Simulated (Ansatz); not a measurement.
# The potential step between two gates: Ga2SSe under 1T-SnS2, AB

Two oppositely charged gates put a neutral stack in a displacement field D. The voltage between them is D/ε₀ times an electrical distance, shorter than the real one because the stack screens.

Set-up. Ansatz 0.2.0, plane waves with PAW datasets (its set soft_2), PBE-D3(BJ); isolated slab, charged sheets 4 Å from the outer atoms behind model barriers, atoms held. Voltages count from the uncharged case.

| run | D/ε₀ (V/nm) | step in an electron's potential, upper less lower gate (eV) |
| --- | --- | --- |
| run 1 | 0.000 | 0.000 |
| run 2 | 0.543 | 0.406 |
| run 3 | 1.086 | 0.812 |
| run 4 | 2.171 | 1.625 |
| run 5 | 4.343 | ? |

**Question.** What value belongs in the row marked “?”, and how far can the other rows tell?

A least-squares line through the 4 rows shown has slope 0.7485 and intercept −0.0003; no row lies more than 0.001 eV off it. The size of the slope, 0.748 nm, is the electrical distance; the sheets are 1.868 nm apart, and screening reaches beyond the outer atoms. At 4.343 it gives 0.7485 × 4.343 + (−0.0003) = 3.250 eV, beyond the rows fitted. Rounding and scatter of the rows alone allow about ±0.003 eV there.

The run itself gives 3.253 eV: a miss of +0.003 eV, or 0.1 % of the value. Screening stays linear to within 1 % over this range.

Caveats: The gates are model sheets, not atoms.
